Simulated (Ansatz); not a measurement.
# WSeS monolayer, Janus: from the cell to its phonons

Aim: the phonons of WSeS monolayer, Janus at a cell relaxed beforehand at this level. After the zone centre comes a 6×6×1 q mesh on a 12×12×1 k mesh.

Main program and level: Ansatz 0.2.0; DFT PBEsol, scalar-relativistic, plane waves, PAW.

### Step 1. Starting point

The cell holds 3 atoms: 1 W, 1 S and 1 Se. Its edges and angles: a = 3.207 Å, b = 3.207 Å, c = 30.400 Å, α = 90.0°, β = 90.0°, γ = 120.0°. Vacuum lies along c.

As a file:

```cif
data_structure
_symmetry_space_group_name_H-M 'P 1'
_symmetry_Int_Tables_number 1
_cell_length_a 3.2070
_cell_length_b 3.2070
_cell_length_c 30.4000
_cell_angle_alpha 90.000
_cell_angle_beta 90.000
_cell_angle_gamma 120.000
_cell_volume 270.77
loop_
_atom_site_label
_atom_site_type_symbol
_atom_site_fract_x
_atom_site_fract_y
_atom_site_fract_z
_atom_site_occupancy
W1 W 0.33333 0.66667 0.32975 1
S2 S 0.66667 0.33333 0.38019 1
Se3 Se 0.66667 0.33333 0.27362 1
```

### Step 2. Zone-centre response

The cell comes from relaxations at this level that are not shown. The zone centre comes first: it holds the modes that light can see, as far as symmetry allows. The response to a homogeneous field gives the Born charges and the dielectric tensor, and its change with displacement the Raman tensors.

input.yaml

```yaml
crystal:
  lattice:
    - [3.2069649375, 0.0, 0.0]
    - [-1.6034824687, 2.7773131049, 0.0]
    - [0.0, 0.0, 30.4]
  atoms:
    - { symbol: W, position: [0.3333333333, 0.6666666667, 0.3297467033] }
    - { symbol: S, position: [0.6666666667, 0.3333333333, 0.3801864955] }
    - { symbol: Se, position: [0.6666666667, 0.3333333333, 0.2736194327] }
  periodic: [true, true, false]
kpoints:
  mp_grid: { grid: [12, 12, 1] }
hamiltonian:
  xc: pbesol
scf:
  occupations: { method: fixed }
output:
  eigenvalues: true
phonons:
  method: dfpt
  dielectric: true
  raman: true
```

Command:

```sh
$ ansatz run input.yaml --threads 8 --pin off --max-ram 14336MiB --backend cpu --events-out ev --progress --plain --runs-dir out
```

Numbers of over 12 decimals in the logs are rounded to 6 here.

Log:

```text
Warning: phonons.dielectric: true without phonons.rigid_motions: the static dielectric tensor ε⁰ will be withheld (ε∞, Z* and the rows of modes are given); for a crystal or a slab, whose only rigid motions are the translations, set phonons.rigid_motions: translations
Engine: ansatz 0.2.0, aarch64-unknown-linux-gnu
Pseudopotentials: kind: paw
Pseudopotential: W, paw, valence charge 14, recommended cutoff 420 eV (normal), W.paw.azcp
Pseudopotential: S, paw, valence charge 6, recommended cutoff 420 eV (normal), S.paw.azcp
Pseudopotential: Se, paw, valence charge 16, recommended cutoff 420 eV (normal), Se.paw.azcp
Functional definition: PBEsol
  exchange = pbesol_x
  correlation = pbesol_c
Crystal: 3 atoms, lattice volume = 270.765 Å³
Basis set: ecut = 420 eV, 5357 PW (Γ), exchange–correlation on 48×48×432 points (8 copies of the dense FFT grid, shifted against one another)
Bands: 22, of which v1, the nominal top of the filled ones, is band 18 counted from 1 (17 counted from 0)
Symmetry: 6 space group operations
k-points: 43 of 144 (irreducible under 2 space group operations, time reversal used)
Non-local potential: W, projectors of the file, l = 0: 3, l = 1: 2, l = 2: 2, l = 3: 1
Non-local potential: S, projectors of the file, l = 0: 2, l = 1: 2, l = 2: 2
Non-local potential: Se, projectors of the file, l = 0: 2, l = 1: 2, l = 2: 3, l = 3: 1
PAW form: soft (Blöchl's): semilocal exchange-correlation on the pseudo side does not see the compensation charge
PAW frozen core: W, regenerated for the run's functional, and the local potential with it (the file was generated under x = pbe(κ = 0.804, μ = 0.219515), c = pbe(β = 0.066725))
PAW frozen core: S, regenerated for the run's functional, and the local potential with it (the file was generated under x = pbe(κ = 0.804, μ = 0.219515), c = pbe(β = 0.066725))
PAW frozen core: Se, regenerated for the run's functional, and the local potential with it (the file was generated under x = pbe(κ = 0.804, μ = 0.219515), c = pbe(β = 0.066725))
PAW one-centre angular grid: W, 590 points (default); XC on 64 Gauss nodes
PAW one-centre angular grid: S, 110 points (default); XC on 64 Gauss nodes
PAW one-centre angular grid: Se, 590 points (default); XC on 64 Gauss nodes
Initial density: superposition of atomic densities (neutral atoms: chi_scale 0, normalization atom), corrected by the library's trained network
Initial wavefunctions: pseudopotential atomic-orbital guess
Functional: x = pbesol(κ = 0.804, μ = 0.123457), c = pbesol(β = 0.046)
SCF iter   1: F=—  HF=-16567.877029 eV  |F-HF|=—  |Δ(HF+E_count)|=         —  Δρ=3.85e-3  dr2=2.20e-1  ethr=1.77e-3  ⟨swp⟩=7.3  Hψ=5207  notcnv=0  defer=80
preconditioner: auto → Resta (q_TF=auto, 1.949 Å⁻¹)  ε∞=2.2  [insulator: Δε(μ)=1.842 eV  Ē_g=8.576 eV  n_scr=18 (ndim 8)  ℏωp=9.6 eV  f_vac=0.768  ε∞_Penn≈2.2  vacuum switching on, ρ_ref=5.3e-3 e/Å³]
SCF iter   2: F=—  HF=-16567.904131 eV  |F-HF|=—  |Δ(HF+E_count)|=   2.71e-2  Δρ=3.95e-3  dr2=4.56e-1  ethr=6.12e-4  ⟨swp⟩=4.2  Hψ=2063  notcnv=0  defer=82
SCF iter   3: F=—  HF=-16567.860918 eV  |F-HF|=—  |Δ(HF+E_count)|=   4.32e-2  Δρ=1.60e-3  dr2=2.21e-2  ethr=6.12e-4  ⟨swp⟩=3.2  Hψ=1230  notcnv=0  defer=85
SCF iter   4: F=—  HF=-16567.861642 eV  |F-HF|=—  |Δ(HF+E_count)|=   7.24e-4  Δρ=8.40e-4  dr2=1.69e-3  ethr=6.15e-5  ⟨swp⟩=3.2  Hψ=1725  notcnv=0  defer=85
SCF iter   5: F=—  HF=-16567.862692 eV  |F-HF|=—  |Δ(HF+E_count)|=   1.05e-3  Δρ=2.02e-4  dr2=1.10e-4  ethr=4.70e-6  ⟨swp⟩=3.0  Hψ=2042  notcnv=0  defer=86
SCF iter   6: F=—  HF=-16567.862704 eV  |F-HF|=—  |Δ(HF+E_count)|=   1.21e-5  Δρ=7.69e-5  dr2=1.56e-5  ethr=3.07e-7  ⟨swp⟩=3.5  Hψ=2136  notcnv=0  defer=86
SCF iter   7: F=—  HF=-16567.862714 eV  |F-HF|=—  |Δ(HF+E_count)|=   1.02e-5  Δρ=1.88e-5  dr2=1.97e-6  ethr=4.33e-8  ⟨swp⟩=3.4  Hψ=1746  notcnv=0  defer=86
SCF iter   8: F=—  HF=-16567.862706 eV  |F-HF|=—  |Δ(HF+E_count)|=   7.73e-6  Δρ=4.54e-6  dr2=1.05e-7  ethr=5.46e-9  ⟨swp⟩=3.0  Hψ=1886  notcnv=0  defer=84
SCF iter   9: F=—  HF=-16567.862706 eV  |F-HF|=—  |Δ(HF+E_count)|=   1.78e-7  Δρ=2.24e-6  dr2=1.68e-8  ethr=2.92e-10  ⟨swp⟩=3.3  Hψ=2101  notcnv=0  defer=84
SCF iter  10: F=—  HF=-16567.862706 eV  |F-HF|=—  |Δ(HF+E_count)|=   2.23e-8  Δρ=3.06e-7  dr2=4.16e-10  ethr=4.68e-11  ⟨swp⟩=3.2  Hψ=2101  notcnv=0  defer=82
SCF iter  11: F=-16567.862706 eV  HF=-16567.862706 eV  |F-HF|=2.91e-10  |Δ(HF+E_count)|=   1.30e-9  Δρ=1.09e-7  dr2=7.10e-11  ethr=1.00e-12  ⟨swp⟩=21.4  Hψ=9985  notcnv=0
SCF 1 converged in 11 iterations: F = -16567.862706 eV  dr2 = 7.10e-11
  greatest PAW one-centre occupation: 1.000 electrons in one spin orbital (limit 2), on the Se atom at site 2 (counted from 0), in its partial waves of l = 2
DFPT response loops at Γ: preconditioner auto → none (the input reference at scf.mixing.eps_inf says where Resta's filter doesn't serve); β = 0.50; Broyden in place of MSR1
── the response to a field inside a basis, on 18×18×2 k-points: an SCF that follows is theirs, and a resumed run solves both again ──
Bands: 19, of which v1, the nominal top of the filled ones, is band 18 counted from 1 (17 counted from 0)
k-points: 171
Initial density: handed on by an earlier stage of this run
Initial wavefunctions: pseudopotential atomic-orbital guess (no wavefunctions were taken with the density)
Eigensolver: Dense (171 Hₖ)
SCF iter   1: F=—  HF=-16567.852986 eV  |F-HF|=—  |Δ(HF+E_count)|=         —  Δρ=8.98e-5  dr2=4.88e-6  ethr=1.00e-1
preconditioner: auto → Resta (q_TF=auto, 1.949 Å⁻¹)  ε∞=2.6  [insulator: Δε(μ)=1.846 eV  Ē_g=7.625 eV  n_scr=18 (ndim 8)  ℏωp=9.6 eV  f_vac=0.769  ε∞_Penn≈2.6  vacuum switching on, ρ_ref=4.2e-3 e/Å³]
SCF iter   2: F=—  HF=-16567.852988 eV  |F-HF|=—  |Δ(HF+E_count)|=   2.27e-6  Δρ=4.65e-5  dr2=1.36e-6  ethr=1.36e-8
SCF iter   3: F=—  HF=-16567.852989 eV  |F-HF|=—  |Δ(HF+E_count)|=   1.06e-6  Δρ=7.96e-6  dr2=6.44e-7  ethr=3.79e-9
SCF iter   4: F=—  HF=-16567.852989 eV  |F-HF|=—  |Δ(HF+E_count)|=   5.83e-8  Δρ=3.07e-6  dr2=1.61e-7  ethr=1.79e-9
SCF iter   5: F=—  HF=-16567.852989 eV  |F-HF|=—  |Δ(HF+E_count)|=   9.23e-9  Δρ=1.35e-6  dr2=1.02e-8  ethr=4.48e-10
SCF iter   6: F=—  HF=-16567.852989 eV  |F-HF|=—  |Δ(HF+E_count)|=  3.86e-10  Δρ=5.31e-7  dr2=5.72e-10  ethr=2.82e-11
SCF iter   7: F=-16567.852989 eV  HF=-16567.852989 eV  |F-HF|=1.24e-10  |Δ(HF+E_count)|=  7.53e-10  Δρ=1.31e-7  dr2=4.37e-11  ethr=1.59e-12
SCF 1 converged in 7 iterations: F = -16567.852989 eV  dr2 = 4.37e-11
DFPT response loops at Γ: mixed as the last ones told, above
DFPT response loops at Γ: mixed as the last ones told, above
SCF converged after 11 iterations
Free energy (F): -16567.862706 eV
Harris-Foulkes:  -16567.862706 eV  (|F-HF|=2.91e-10)
Internal energy: -16567.862706 eV  (E = F + TS)
E sigma→0 (E₀):  -16567.862706 eV
Fermi energy:    -5.462496 eV
--- Per-component energies (eV) ---
  E_band       = -1144.108362
  E_kinetic    = 678.532430
  E_local      = -83683.253085  (includes V_loc(G=0)·N_el)
  E_nonlocal   = -560.512449
  E_hartree    = 41380.756593
  E_xc         = -465.830802
  E_vxc        = -425.576063  (∫ρ·V_xc dr)
  E_paw        = -10888.317078  (= ΣΔE_a)
  E_vpaw       = 85.188487  (= ΣTr[D̂ρ^β])
  E_aug_tail   = -0.000665  (compensation charges beyond the density's cutoff)
  E_ewald      = 36969.470157
  E_core_change = 1.292192  (= ΣΔE_core)
  E_smearing   = -0.000000  (= −TS)
  E_closure    = 0.000000  (closes the sum)
  Σ components = -16567.862706   (vs F -16567.862706, Δ=0.00e0)
--- Band table (eV; the first three rows and the last of 43) ---
  k-point 0: bands = [... 14 lower, -7.7593, -6.6845, -6.6845, -5.6004, -2.4203, -2.4203, -2.1487, -2.1487]
  k-point 1: bands = [... 14 lower, -7.9164, -6.8435, -6.7032, -5.6342, -2.6201, -2.5380, -2.3498, -2.1473]
  k-point 2: bands = [... 14 lower, -7.9040, -7.1193, -6.8643, -5.8524, -3.2179, -2.6073, -2.6035, -1.7216]
  k-point 42: bands = [... 14 lower, -8.9892, -8.7397, -7.3686, -5.9866, -3.1989, -2.2956, -2.1284, -0.4944]
--- Phonons (Γ-DFPT): 6 representative perturbations + reference, on 43 of 144 k-points (Σ response iterations 35) ---
  k mesh reduced under 2 symmetry operations, with k and −k counted as one. Each operation leaves every solved perturbation unchanged. A smaller set is not considered because the run solves the response to a homogeneous field
  ASR residual: 2.968e-4 → 0.000e0 eV/Å²; symmetrization residual: 1.851e-5 eV/Å²
  ASR residual per site (eV/Å²): 2.97e-4 5.76e-5 1.31e-5
  Γ frequencies (cm⁻¹): 0.00 0.00 0.00 202.57 202.57 280.62 331.02 331.02 418.85
  ε∞ (high-frequency dielectric tensor):
        3.771493     0.000000     0.000000
        0.000000     3.771493    -0.000000
        0.000000    -0.000000     1.175646
  α∞ (the layer's polarisability for a field applied outside it; Å, Gaussian; ε∞ is over the cell's 30.400 Å):
        6.704672     0.000000     0.000000
        0.000000     6.704672    -0.000000
        0.000000    -0.000000     0.424915
  ε⁰ (static dielectric tensor): not given — the deck does not say what the cell's rigid motions are, and on a molecule in a box or a wire the rigid rotations would enter the sum over the modes at Γ. For a crystal or a slab, whose only rigid motions are the translations, set phonons.rigid_motions: translations.
  Born effective charges Z* (e; rows j = field, columns β = displacement):
    site 0:
        -0.99206   -0.00000   -0.00000
        -0.00000   -0.99206    0.00000
        -0.00000    0.00000   -0.07090
    site 1:
         0.23542    0.00000   -0.00000
        -0.00000    0.23542    0.00000
         0.00000    0.00000    0.02872
    site 2:
         0.75663    0.00000    0.00000
         0.00000    0.75663   -0.00000
         0.00000   -0.00000    0.04217
  Z* charge neutrality: 1.021e-3 e pre-enforcement
  solved inside a basis spanned on kpoints, on 18×18×2 k-points transformed towards the longest dipole: ε∞ is read to err by 1.0e-2, Z* by 1.7e-2 e (field_mesh: kpoints solves on kpoints); Z* is corrected for what the basis lacks
  Raman tensors (in the event stream and the table raman_tensors.tsv): an entry may err by 1.4e-1 Å², one of the second-order susceptibility by 2.9e-2 pm/V (basis, points and sum rule); their sum over the sites missed zero by 1.481e-4 Å² ahead of its enforcement
  optical modes at Γ without the LO–TO term, one row a degenerate level:
      ω (cm⁻¹)  modes    IR ((D/Å)²/amu)  static Raman (Å⁴/amu)  depolarisation
        202.57      2             0.3423                12.9072           0.750
        280.62      1             0.0006               146.6311           0.112
        331.02      2             0.3190               160.0576           0.750
        418.85      1             0.0011                 0.1114           0.238
```

It took 8.1 min on 8 threads of Arm Neoverse V1, shared host; peak memory 3.8 GiB.

In the SCF lines HF is the Harris–Foulkes energy and dr2 the Hartree energy of the density residual, in eV; the loop may stop once dr2 is under the threshold and the program's other checks hold. Hψ counts applications of the Hamiltonian.

This step gave:

```
gap on the k-mesh                                       : 1.826 eV
sum-rule residual before enforcement                    : 2.97e-4 eV/Å²
miss of the charge sum rule                             : 0.001021 e
estimated error of the dielectric tensor                : 0.01007
estimated error of the Born charges                     : 0.01707 e
point group                                             : 3m
area per atom                                           : 2.969 Å²
highest optical mode at the zone centre (no LO-TO term) : 418.9 cm⁻¹
lowest optical zone-centre mode                         : 202.6 cm⁻¹
largest Born charge (third of the trace)                : -0.6850 e
```

Without the LO-TO term. Patterns of degenerate modes are one choice out of their space. The modes at Γ (shares of kinetic energy by element, %):

```csv
mode,frequency (cm⁻¹),symmetry,W %,S %,Se %
1,0.0,acoustic,62,11,27
2,0.0,acoustic,62,11,27
3,0.0,acoustic,62,11,27
4,202.6,E,16,13,71
5,202.6,E,16,13,71
6,280.6,A1,21,6,73
7,331.0,E,22,76,2
8,331.0,E,22,76,2
9,418.9,A1,17,83,0
```

Displacements in mode 4 (202.6 cm⁻¹), the largest set to 1:
```
W1   0.00 -0.31  0.00
S2   0.00 -0.67  0.00
Se3  0.00  1.00  0.00
```

Displacements in mode 7 (331.0 cm⁻¹), the largest set to 1:
```
W1   0.02 -0.22  0.00
S2  -0.11  1.00  0.00
Se3 -0.01  0.11  0.00
```

High-frequency dielectric tensor, averaged over the cell of height 30.4 Å or as lengthened by the program, vacuum included. Tensor:

```csv
,x,y,z
x,3.772,0,0
y,0,3.772,0
z,0,0,1.176
```

Born charge (rows field, columns displacement) (e), principal values of the symmetric part by kind of site:

```
atom  atoms with these values      low   middle     high     mean
  W1                        1  -0.9921  -0.9921  -0.0709  -0.6850
  S2                        1   0.0287   0.2354   0.2354   0.1665
 Se3                        1   0.0422   0.7566   0.7566   0.5185
```

In full for W1:

```
-0.9921  0.0000  0.0000
 0.0000 -0.9921  0.0000
 0.0000  0.0000 -0.0709
```

Transverse modes. Lines of the infrared spectrum (strongest = 100):

```
position (cm⁻¹)  label  relative intensity
            203      E                 100
            281     A1                 0.2
            331      E                  93
            419     A1                 0.3
```

Activity x (w_L - w)^4 (n + 1)/w, 532 nm, 300 K; the tensors are static ones, while 532 nm light lies above the computed direct gap, where resonance would change the heights. Raman lines, with heights relative to the strongest:

| position (cm⁻¹) | label | relative intensity |
| --- | --- | --- |
| 203 | E | 15 |
| 281 | A1 | 100 |
| 331 | E | 85 |
| 419 | A1 | 0.0 |

Before it was imposed, the acoustic sum rule was missed by 3.0e-4 eV/Å² and the charge sum rule by 0.0010 e. Small misses are needed for a sound result but don't prove that mesh and cutoff are converged. The lowest optical mode is real, 203 cm⁻¹.

(Part 1 of 2 ends here.)

[Logs are printed without paths, hosts, clocks, repeated set-up lines and the standing remarks that a program may print on its own settings, such as how far it seeks lower states.]

[Hosts, paths, dates, database ids (printed as entryN), source tags and the programs' standing remarks are cut or masked in the printed files.]
